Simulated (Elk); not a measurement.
## Energy mapping worked by hand: MnS

Can a spin model with one coupling foretell the energy of a further order of MnS?

Program: Elk 11.2.3 (patched build). Level of theory: PBE with U = 4.00 eV on Mn d; all-electron APW+lo, Dirac cores, scalar-relativistic bands. Results are calculated unless marked as measured.

The database entry behind the starting cell differs from later determinations by our own check (an axis about 0.2 % short against later determinations), so it need not match the best structure at ambient conditions.

**1. The starting structure**

Symmetry: Fm-3m, No. 225, cubic system. Conventional cell: a = 5.209 Å, b = 5.209 Å, c = 5.209 Å, α = 90.00°, β = 90.00°, γ = 90.00°. Nearest to Mn lie 6 S at 2.60 Å. Nearest to S lie 6 Mn at 2.60 Å. Farther neighbours and most contacts between anions are not listed.

Coordinates:

```cif
data_structure
_symmetry_space_group_name_H-M 'P 1'
_symmetry_Int_Tables_number 1
_cell_length_a 3.6833
_cell_length_b 3.6833
_cell_length_c 3.6833
_cell_angle_alpha 60.000
_cell_angle_beta 60.000
_cell_angle_gamma 60.000
_cell_volume 35.33
loop_
_atom_site_label
_atom_site_type_symbol
_atom_site_fract_x
_atom_site_fract_y
_atom_site_fract_z
_atom_site_occupancy
Mn1 Mn 0.00000 0.00000 0.00000 1
S2 S 0.50000 0.50000 0.50000 1
```

**2. The parallel order**

All energies count from this run. A Hubbard term is added for the open shell, at a value in common use.

The last three numbers of an atom's line are a seed field in its sphere. It points against the wanted moment and shrinks by the factor reducebf each loop.

elk.in reads:

```
tasks
  0
  33
  73

xctype
  20

rgkmax
  7.0

nempty
  12

swidth
  0.001837

reducebf
  0.6

epsengy
  1e-05

maxscl
  100

lmaxi
  3

lmaxo
  10

lmaxapw
  10

spinpol
  .true.

sppath
  './'

avec
  0.00000000000 4.92179169159 4.92179169159
  4.92179169159 0.00000000000 4.92179169159
  4.92179169159 4.92179169159 0.00000000000

atoms
  2
  'Mn.in'
  1
  0.0000000000 0.0000000000 0.0000000000   0.000000 0.000000 -0.450000
  'S.in'
  1
  0.5000000000 0.5000000000 0.5000000000   0.000000 0.000000 0.000000

ngridk
  8 8 8

dft+u
  1 1
  1 2 0.146997 0.000000

plot3d
  0 0 0
  1 0 0
  0 1 0
  0 0 1
  19 19 19
```

Launch:

```bash
$ OMP_NUM_THREADS=4 elk
```

Numbers of over 12 decimals in the logs are rounded to 6 here.

The program printed:

```text
┌─────────────────────────┐
│ Elk code version 11.2.3 │
└─────────────────────────┘

All units are atomic (Hartree, Bohr, etc.)

┌─────────────────────────────────────────────────┐
│ Ground-state run starting from atomic densities │
└─────────────────────────────────────────────────┘

Lattice vectors :
   0.000000000       4.921791692       4.921791692
   4.921791692       0.000000000       4.921791692
   4.921791692       4.921791692       0.000000000

Species : 1 (Mn)
 muffin-tin radius :    2.400000000
[...]
total in muffin-tins        :    38.07515200
 total calculated charge     :    40.99993312
 total charge                :    41.00000000
 error                       :   0.6687597389E-04

Moments :
 interstitial                :   0.2817193142
 muffin-tins
  species : 1 (Mn)
   atom 1                    :    4.612643075
  species : 2 (S)
   atom 1                    :   0.1055589009
 total in muffin-tins        :    4.718201976
 total moment                :    4.999921290

┌──────────────────────────────┐
│ Self-consistent loop stopped │
└──────────────────────────────┘

Wrote STATE.OUT

[key lines of the parts left out:]
total energy                :     -1557.8434896797
```

The job ended after 86 s (4 threads of Arm Neoverse V1, shared host; peak memory 0.28 GiB).

Spin moment in the muffin-tin sphere by atom:

| atom | spin moment in the muffin-tin sphere (μB) |
| --- | --- |
| Mn1 | 4.61 |
| S2 | 0.11 |

This step gave:

```
density of states at the Fermi level : 0.001556 states/eV/cell
moment between the spheres           : 0.2817 μB
magnetization                        : 5.000 μB
final state                          : ferromagnetic
```

After 21 cycles the largest moment stands at 4.61 μB.

**3. The orders used for the fit**

The other orders were run with the same settings, on meshes that hold the same points. Free energies (smearing 0.05 eV, its entropy term included) are divided by the number of Mn atoms; q is in fractions of the reciprocal vectors of the first run's cell.

| order | atoms | mesh | free energy (eV) | eV per Mn | largest moment (μB) |
| --- | --- | --- | --- | --- | --- |
| F + | 2 | 8×8×8 | -42391.0809 | -42391.0809 | 4.61 |
| AF q=(0,1/2,1/2) +- | 4 | 8×4×8 | -84782.2052 | -42391.1026 | 4.59 |

**4. Counting neighbours**

With E = −Σ J e_i·e_j over ordered pairs of unit vectors, turning a neighbour from parallel to opposed costs 2J a Mn atom. So an order lies 2 Σ n J over the parallel one, n being the opposed neighbours in each shell.

| shell | distance (Å) | neighbours | opposed in AF q=(0,1/2,1/2) +- | opposed in AF q=(0,0,1/2) +- |
| --- | --- | --- | --- | --- |
| J1 | 3.68 | 12 | 8 | 6 |
| J2 | 5.21 | 6 | 0 | 6 |

Only J1 is kept.

**5. Solving**

```
2 × 8 × J1 = -21.71 meV    (AF q=(0,1/2,1/2) +-)
J1 = -1.36 meV
```

**6. The test**

The couplings now give the orders that were left out:

```
2 × 6 × (-1.36) = -16.32 meV    (AF q=(0,0,1/2) +-)
```

The runs themselves:

| order | atoms | mesh | free energy (eV) | eV per Mn | largest moment (μB) | over the parallel order (meV) | foretold (meV) |
| --- | --- | --- | --- | --- | --- | --- | --- |
| AF q=(0,0,1/2) +- | 4 | 8×8×4 | -84782.2720 | -42391.1360 | 4.52 | -55.07 | -16.32 |

**7. One more shell**

The miss asks for the next shell, which takes one more order into the fit and leaves none for a test.

```
2 × 8 × J1 = -21.71 meV    (AF q=(0,1/2,1/2) +-)
2 × 6 × J1 + 2 × 6 × J2 = -55.07 meV    (AF q=(0,0,1/2) +-)
J1 = -1.36 meV
J2 = -3.23 meV
```

**8. Summary of results**

* J1 (Mn–Mn at 3.68 Å): -1.36 meV
* largest miss on the orders left out: 39 meV
* J1 with 2 shells: -1.36 meV
* J2 with 2 shells: -3.23 meV

The model misses the order left out by 39 meV, 70 % of the span of the orders, so it fails: these couplings alone don't describe the crystal. With the next shell added the couplings are J1 = -1.36 and J2 = -3.23 meV, untested. The first dropped shell that the test feels is J2 at 5.21 Å. The site moments spread by 1.9 % over the orders. The couplings are effective ones: further shells with opposed neighbours are folded into them or show in the miss. No mean-field temperature is given: it needs a model that holds, an unfrustrated order and couplings in all three dimensions.

[Logs and program files are shortened in this print: banners, set-up blocks, solver, clock and traceback lines can be left out without a mark of their own.]

[Logs are printed without paths, hosts, clocks, repeated set-up lines and the standing remarks that a program may print on its own settings, such as how far it seeks lower states.]

[Hosts, paths, dates, database ids (printed as entryN), source tags and the programs' standing remarks are cut or masked in the printed files.]

[Where a cell is said to come from a database of computed structures, the database is the Materials Project.]
